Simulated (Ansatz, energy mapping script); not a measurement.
# NiI2: J from the energies of magnetic orders, part 3 of 3

Wanted: the magnetic order of NiI2, its couplings and an estimate of its ordering temperature, by LDA+U (1.98 eV).

LDA with U = 1.98 eV on Ni d, ortho-atomic projectors; plane waves, U on orthogonalised atomic orbitals unless named otherwise, collinear spin, no spin–orbit coupling.

So far. Step 8 (Parallel start in cell C (6 atoms)): The run ends ferromagnetic. For each magnetic atom its energy differs from the parallel run of the first cell by -0.37 meV, an error that one common reference would have brought in. Step 9 (Order 6: compensated +−, cell C of 6 atoms): The run ends antiferromagnetic, 38.04 meV a magnetic atom below the parallel order of its cell (energies taken at zero occupation width, not the printed F).

The database entry behind the starting cell differs from later determinations by our own check (an axis about 0.9 % short against later determinations), so it need not match the best structure at ambient conditions.

## (10) Order 7: parallel, cell D of 6 atoms

A new cell needs its own zero of energy.

This run holds the same structure in another cell (b 3.892 → 6.741 Å, c 13.281 → 6.920 Å, α 81.6 → 99.3°, β 81.6 → 106.3°, γ 60.0 → 90.0°).

input.yaml

```yaml
crystal:
  lattice:
    - [-3.892, 0.0, 0.0]
    - [0.0, 6.741141744, 0.0]
    - [1.946, -1.123523624, -6.544666667]
  atoms:
    - { symbol: Ni, position: [0.0, 0.0, 0.0], spin: 2.0 }
    - { symbol: Ni, position: [0.5, 0.5, 0.0], spin: 2.0 }
    - { symbol: I, position: [0.625, 0.875, 0.25] }
    - { symbol: I, position: [0.125, 0.375, 0.25] }
    - { symbol: I, position: [0.875, 0.625, 0.75] }
    - { symbol: I, position: [0.375, 0.125, 0.75] }
magnetization:
  spin_polarized: true
kpoints:
  mp_grid: { grid: [8, 4, 8] }
hamiltonian:
  xc: lda
  hubbard:
    sites:
      - { species: Ni, l: d, u_eff: 1.98 }
      - { site: 0, l: d, u_eff: 1.98, starting_ns: [{ spin: up, occupation_matrix: ni1_major }, { spin: down, occupation_matrix: ni1_minor }] }
      - { site: 1, l: d, u_eff: 1.98, starting_ns: [{ spin: up, occupation_matrix: ni1_major }, { spin: down, occupation_matrix: ni1_minor }] }
    projectors: ortho-atomic
    occupation_matrices:
      ni1_major:
        matrix:
          - [0.993, 0.0, 0.0, 0.0, 0.0]
          - [0.0, 0.994, 0.0, 0.0, 0.0]
          - [0.0, 0.0, 0.994, 0.0, 0.0]
          - [0.0, 0.0, 0.0, 0.992, 0.0]
          - [0.0, 0.0, 0.0, 0.0, 0.992]
      ni1_minor:
        matrix:
          - [0.984, 0.0, 0.0, 0.0, 0.0]
          - [0.0, 0.576, 0.0, 0.0, 0.266]
          - [0.0, 0.0, 0.576, 0.266, 0.0]
          - [0.0, 0.0, 0.266, 0.812, 0.0]
          - [0.0, 0.266, 0.0, 0.0, 0.812]
scf:
  occupations: { method: fermi_dirac, width: 0.05 }
output:
  eigenvalues: true
```

The run is started by

```sh
$ ansatz run input.yaml --threads 4 --pin off --max-ram 8192MiB --backend cpu --events-out ev --progress --plain --runs-dir out
```

Numbers of over 12 decimals in the logs are rounded to 6 here.

The log of the run:

```text
[...]
Crystal: 6 atoms, lattice volume = 171.709 Å³
Basis set: ecut = 420 eV, 3379 PW (Γ)
Bands: 65, of which v1, the nominal top of the filled ones, is band 52 counted from 1 (51 counted from 0)
Symmetry: 8 space group operations
[...]
k-points: 78 of 256
[...]
Starting moments: Σ|m| = 4 μB on 2 of 6 sites
[...]
k-point 0 ↑: bands = [... 48 lower, 7.3494, 7.4085, 7.5297, 7.5299, 7.9489, 7.9490, 11.3187, 11.4040, ... 9 higher]
  k-point 1 ↑: bands = [... 48 lower, 7.0793, 7.4818, 7.4891, 7.4893, 7.9869, 7.9870, 11.0995, 11.6615, ... 9 higher]
  k-point 2 ↑: bands = [... 48 lower, 7.3033, 7.4102, 7.4103, 7.6427, 8.0596, 8.0597, 10.6669, 12.2184, ... 9 higher]
  k-point 77 ↓: bands = [... 48 lower, 6.4612, 6.4612, 8.7417, 8.7417, 8.8269, 8.8269, 10.9114, 10.9114, ... 9 higher]
Occupation matrices written to <dir>
[key lines of the parts left out:]
SCF converged after 22 iterations
Magnetization: 3.9221 μB (53.9611 up, 50.0389 down)
Free energy (F): -40968.820814 eV
Fermi energy:    8.107604 eV
```

Run time: 64 s. Hardware: 4 threads of Arm Neoverse V1, shared host; peak memory 1.5 GiB.

The run ends ferromagnetic. For each magnetic atom its energy differs from the parallel run of the first cell by -0.60 meV, an error that one common reference would have brought in.

## (11) Order 8: compensated +−, cell D of 6 atoms

This order reverses 4 of the 6 neighbours at 3.89 Å, 4 of the 6 neighbours at 6.74 Å and 2 of the 6 neighbours at 6.92 Å, counted for an average magnetic atom.

Edit input.yaml of step 10 so:

```diff
@@ -7,3 +7,3 @@
     - { symbol: Ni, position: [0.0, 0.0, 0.0], spin: 2.0 }
-    - { symbol: Ni, position: [0.5, 0.5, 0.0], spin: 2.0 }
+    - { symbol: Ni, position: [0.5, 0.5, 0.0], spin: -2.0 }
     - { symbol: I, position: [0.625, 0.875, 0.25] }
@@ -22,3 +22,3 @@
       - { site: 0, l: d, u_eff: 1.98, starting_ns: [{ spin: up, occupation_matrix: ni1_major }, { spin: down, occupation_matrix: ni1_minor }] }
-      - { site: 1, l: d, u_eff: 1.98, starting_ns: [{ spin: up, occupation_matrix: ni1_major }, { spin: down, occupation_matrix: ni1_minor }] }
+      - { site: 1, l: d, u_eff: 1.98, starting_ns: [{ spin: up, occupation_matrix: ni1_minor }, { spin: down, occupation_matrix: ni1_major }] }
     projectors: ortho-atomic
```

The log of the run:

```text
[...]
Crystal: 6 atoms, lattice volume = 171.709 Å³
Basis set: ecut = 420 eV, 3379 PW (Γ)
Bands: 65, of which v1, the nominal top of the filled ones, is band 52 counted from 1 (51 counted from 0)
Symmetry: 4 space group operations
[...]
k-points: 78 of 256
[...]
Starting moments: Σ|m| = 4 μB on 2 of 6 sites
[...]
k-point 0 ↑: bands = [... 48 lower, 7.4594, 7.6224, 7.6283, 7.7536, 8.7883, 8.8247, 11.4105, 11.5433, ... 9 higher]
  k-point 1 ↑: bands = [... 48 lower, 7.5162, 7.5889, 7.6139, 7.8127, 8.8205, 8.8546, 11.2231, 11.7652, ... 9 higher]
  k-point 2 ↑: bands = [... 48 lower, 7.5013, 7.5137, 7.7639, 7.9316, 8.9041, 8.9249, 10.7890, 12.3212, ... 9 higher]
  k-point 77 ↓: bands = [... 48 lower, 6.2240, 6.4434, 7.5007, 7.6457, 8.7303, 8.7777, 10.7285, 10.8555, ... 9 higher]
Occupation matrices written to <dir>
[key lines of the parts left out:]
SCF converged after 25 iterations
Magnetization: 0.0000 μB (52.0000 up, 52.0000 down)
Free energy (F): -40968.854175 eV
Fermi energy:    8.165642 eV
```

It took 81 s on 4 threads; peak memory 1.6 GiB; 5.4 min of CPU time.

The run ends antiferromagnetic, 18.14 meV a magnetic atom below the parallel order of its cell (energies taken at zero occupation width, not the printed F).

## (12) Mapping onto a Heisenberg model

Each energy difference is a sum of couplings weighted by the pairs that the order reverses. A few near shells are fitted to the differences by least squares. Energies are those extrapolated to zero occupation width, not the free energies F.

The orders side by side; each is measured from the parallel order in the same cell and on the same mesh:

| order | atoms | energy (meV a magnetic atom) | moments (μB) | moments kept as typed | opposed neighbours at 3.89, 6.74, 6.92 Å |
| --- | --- | --- | --- | --- | --- |
| parallel in cell A | 6 | 0.00 | 1.27 | yes | 0, 0, 0 |
| compensated +− in cell A | 6 | 6.88 | 1.26 | yes | 4, 4, 4 |
| parallel in cell B | 9 | 0.00 | 1.27 | yes | 0, 0, 0 |
| uncompensated ++− in cell B | 9 | -28.72 | 1.21 to 1.25 | yes | 4, 0, 2.67 |
| parallel in cell C | 6 | 0.00 | 1.27 | yes | 0, 0, 0 |
| compensated +− in cell C | 6 | -38.04 | 1.24 | yes | 0, 0, 6 |
| parallel in cell D | 6 | 0.00 | 1.27 | yes | 0, 0, 0 |
| compensated +− in cell D | 6 | -18.14 | 1.24 | yes | 4, 4, 2 |

The Heisenberg fit (each pair counts twice, positive J is ferromagnetic):

| pair | distance (Å) | neighbours | J (meV) |
| --- | --- | --- | --- |
| Ni–Ni | 3.89 | 6 | -1.81 |
| Ni–Ni | 6.74 | 6 | 3.11 |
| Ni–Ni | 6.92 | 6 | -2.67 |

These orders cannot tell some unfitted shells from fitted ones: the value at 3.89 Å holds J(3.89) + J(7.78), the value at 6.74 Å holds J(6.74) − J(7.78) and the value at 6.92 Å holds J(6.92) + 2 J(8.84); other unfitted shells add to the values wholly or in part. No temperature is drawn.

Adding the shell at 7.94 Å gives -1.5, 3.2, -0.81 and -2.4 meV, an exact solve that tests nothing.

Limits of this fit: it misses the energies by up to 18 meV, so no temperature is drawn; some orders are gapless and others have a gap.

## (13) What came out

```yaml
lowest_order_tried: compensated +− in cell C
largest_fitted_value_a_combination_of_shells_ni_ni_at_6p74_a: 3.11 meV
```

**Reading.** Of the orders tried, NiI2 prefers the order “compensated +− in cell C” under LDA+U (1.98 eV), with 0 of 6 neighbours at 3.89 Å, 0 of 6 neighbours at 6.74 Å and 6 of 6 neighbours at 6.92 Å opposed. The largest fitted value is 3.1 meV, at 6.74 Å. It is a combination of shells that these orders cannot split, so neither its size nor its sign can be laid on that pair alone. The orders also reverse pairs at 7.78 and 7.94 Å, which are not fitted, so the fitted values hold their part too. With 4 differences for 3 couplings the fit misses by 18 meV at most, which is not small: farther shells, terms beyond the Heisenberg form or the mesh can cause that. In the fitted orders moments change by up to 4.5 % against the parallel run of the same cell, so their size stays put. With a near shell that the orders cannot separate, no temperature is given. The fit is in doubt: some orders are gapless and others have a gap. The couplings are then rough, the small ones most of all.

[Logs and program files are shortened in this print: banners, set-up blocks, solver, clock and traceback lines can be left out without a mark of their own.]

[Logs are printed without paths, hosts, clocks, repeated set-up lines and the standing remarks that a program may print on its own settings, such as how far it seeks lower states.]

[Hosts, paths, dates, database ids (printed as entryN), source tags and the programs' standing remarks are cut or masked in the printed files.]

[Where a cell is said to come from a database of computed structures, the database is the Materials Project.]
